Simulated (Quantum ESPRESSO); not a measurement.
**CaO (Lime): a worked LO-TO splitting**

Aim: work out the LO frequency and the static dielectric constant of CaO (Lime) from one linear-response run, then check them.

Calculated with Quantum ESPRESSO 7.5; DFT LDA, scalar-relativistic, plane waves, PseudoDojo norm-conserving pseudopotentials.

## 1. The relaxed structure

The structure is cubic, space group Fm-3m (No. 225). Conventional cell: a = 4.704 Å, b = 4.704 Å, c = 4.704 Å, α = 90.00°, β = 90.00°, γ = 90.00°. Nearest to Ca lie 6 O at 2.35 Å. Nearest to O lie 6 Ca at 2.35 Å. Farther neighbours and most contacts between anions are not listed.

This is the cell after its relaxation at this level of theory, not the database cell from which that began.

## 2. What the response run gave

A linear-response run on the relaxed cell, with the response to an electric field; only its zone-centre results are used. Cutoff 92 Ry, k mesh 8×8×8.

Log:

```text
[banners, grids, parts of the stress and lines that vanish by symmetry left out]
Program PHONON v.7.5
     Reading xml data from directory:

[...]
Exchange-correlation= PW
                           (   1   4   0   0   0   0   0)
[...]
kinetic-energy cut-off    =      92.0000  Ry
     charge density cut-off    =     368.0000  Ry
     convergence threshold     =      1.0E-18
[...]
Exchange-correlation= PW
                           (   1   4   0   0   0   0   0)
[...]
q = (   0.0000000   0.0000000   0.0000000 )
     49 Sym.Ops. (with q -> -q+G )
     G cutoff =  736.6205  (  20875 G-vectors)     FFT grid: ( 40, 40, 40)
     number of k points=    29
[...]
Mode symmetry, O_h (m-3m)  point group:
[...]
Dielectric constant
[...]
End of electric fields calculation
          Dielectric constant in cartesian axis
          (       3.869324157       0.000000000      -0.000000000 )
          (       0.000000000       3.869324157       0.000000000 )
          (      -0.000000000       0.000000000       3.869324157 )
          Effective charges (d Force / dE) in cartesian axis without acoustic sum rule applied (asr)
           atom    1  Ca    Mean Z*:        2.37861
      Ex  (        2.37861        0.00000       -0.00000 )
      Ey  (        0.00000        2.37861        0.00000 )
      Ez  (       -0.00000        0.00000        2.37861 )
           atom    2  O     Mean Z*:       -2.37846
      Ex  (       -2.37846        0.00000        0.00000 )
      Ey  (        0.00000       -2.37846       -0.00000 )
      Ez  (        0.00000       -0.00000       -2.37846 )
          Effective charges Sum: Mean:        0.00015
[...]
Effective charges (d Force / dE) in cartesian axis with asr applied:
           atom    1  Ca    Mean Z*:        2.37854
[...]
atom    2  O     Mean Z*:       -2.37854
[...]
Representation #   1 modes #   1   2   3
[...]
End of self-consistent calculation
     Convergence has been achieved
     Representation #   2 modes #   4   5   6
[...]
End of self-consistent calculation
     Convergence has been achieved
[...]
Dielectric constant in cartesian axis
          (       3.869324157       0.000000000      -0.000000000 )
          (       0.000000000       3.869324157       0.000000000 )
          (      -0.000000000       0.000000000       3.869324157 )
          Effective charges (d Force / dE) in cartesian axis without acoustic sum rule applied (asr)
           atom    1  Ca    Mean Z*:        2.37861
      Ex  (        2.37861        0.00000       -0.00000 )
      Ey  (        0.00000        2.37861        0.00000 )
      Ez  (       -0.00000        0.00000        2.37861 )
           atom    2  O     Mean Z*:       -2.37846
      Ex  (       -2.37846        0.00000        0.00000 )
      Ey  (        0.00000       -2.37846       -0.00000 )
      Ez  (        0.00000       -0.00000       -2.37846 )
          Effective charges Sum: Mean:        0.00015
[...]
Effective charges (d Force / dE) in cartesian axis with asr applied:
           atom    1  Ca    Mean Z*:        2.37854
[...]
atom    2  O     Mean Z*:       -2.37854
[...]
q = (    0.000000000   0.000000000   0.000000000 )
[...]
freq (    1) =      -0.022759 [THz] =      -0.759154 [cm-1]
     freq (    2) =      -0.022759 [THz] =      -0.759154 [cm-1]
     freq (    3) =      -0.022759 [THz] =      -0.759154 [cm-1]
     freq (    4) =       8.720229 [THz] =     290.875522 [cm-1]
     freq (    5) =       8.720229 [THz] =     290.875522 [cm-1]
     freq (    6) =       8.720229 [THz] =     290.875522 [cm-1]
[...]
Mode symmetry, O_h (m-3m)  point group:
     freq (   1-   3) =         -0.8  [cm-1]   --> T_1u G_15  G_4- I
     freq (   4-   6) =        290.9  [cm-1]   --> T_1u G_15  G_4- I

   JOB DONE.
```

| quantity | value |
| --- | --- |
| cell volume Ω (Å³) | 26.024 |
| mass of Ca (u) | 40.078 |
| mass of O (u) | 15.999 |
| Born charge of Ca, raw (e) | 2.379 |
| Born charge of O, raw (e) | -2.378 |
| ε∞ | 3.869 |
| ω(TO) after the sum rule (cm⁻¹) | 290.9 |

## 3. The calculation

The charges must sum to zero over the cell; taking off their mean, 0.000 e, leaves Z* = 2.379 e on Ca. In the polar mode Ca moves against O, so the reduced mass is μ = 40.08 × 16.00 / 56.08 = 11.434 u.

A longitudinal wave builds up a field that adds to the restoring force: ω(LO)² = ω(TO)² + 4π Z*² / (μ Ω ε∞), in Hartree atomic units. With μ = 20844 electron masses and Ω = 175.62 bohr³ the second term is 5.0194e-06 Ha², or 241781 cm⁻² (1 Ha = 219474.6 cm⁻¹).

So ω(LO) = √(84611 + 241781) = 571.3 cm⁻¹, and by the Lyddane-Sachs-Teller relation ε₀ = ε∞ (ω(LO)/ω(TO))² = 14.93.

## 4. Check against the program

The analysis program adds the same non-analytic term to the full matrix, here for q along (1 0 0).

Log:

```text
[banner, memory and clock lines left out]
Program DYNMAT v.7.5

     Reading Dynamical Matrix from file g.dyn
     ...Force constants read
     ...epsilon and Z* read

     Polarizability (A^3 units)
     multiply by 0.511132 for Clausius-Mossotti correction
         5.942193    0.000000   -0.000000
         0.000000    5.942193    0.000000
        -0.000000    0.000000    5.942193

     IR activities are in (D/A)^2/amu units

# mode   [cm-1]    [THz]      IR
    1     -0.00   -0.0000    0.0000
    2     -0.00   -0.0000    0.0000
    3     -0.00   -0.0000    0.0000
    4    290.88    8.7204   11.4150
    5    290.88    8.7204   11.4150
    6    571.31   17.1273   11.4150
```

ε₀ comes from the program's run without a direction of q.

| quantity | by hand | program |
| --- | --- | --- |
| ω(LO) (cm⁻¹) | 571.3 | 571.3 |
| ε₀ | 14.93 | 14.93 |

## 5. What came out

```json
{"TO mode": "290.9 cm⁻¹", "LO mode": "571.3 cm⁻¹", "static dielectric constant": "14.93"}
```

In words: The LO mode of CaO (Lime) lies at 571 cm⁻¹, 280 cm⁻¹ above the TO mode; the formula meets the program within 0.1 cm⁻¹, as it must for a cubic crystal with one polar mode. ω(LO)² − ω(TO)² goes with Z*²/ε∞: an error of 5 % in ε∞ would move the LO mode by 10.2 cm⁻¹, and semilocal functionals tend to overestimate ε∞. These are harmonic values at zero temperature, at the volume of this functional, for the structure held cubic; stability elsewhere in the zone is no part of this calculation.

[Host names and launcher messages were left out of these logs when they were recorded.]

[Logs are printed without paths, hosts, clocks, repeated set-up lines and the standing remarks that a program may print on its own settings, such as how far it seeks lower states.]

[Hosts, paths, dates, database ids (printed as entryN), source tags and the programs' standing remarks are cut or masked in the printed files.]
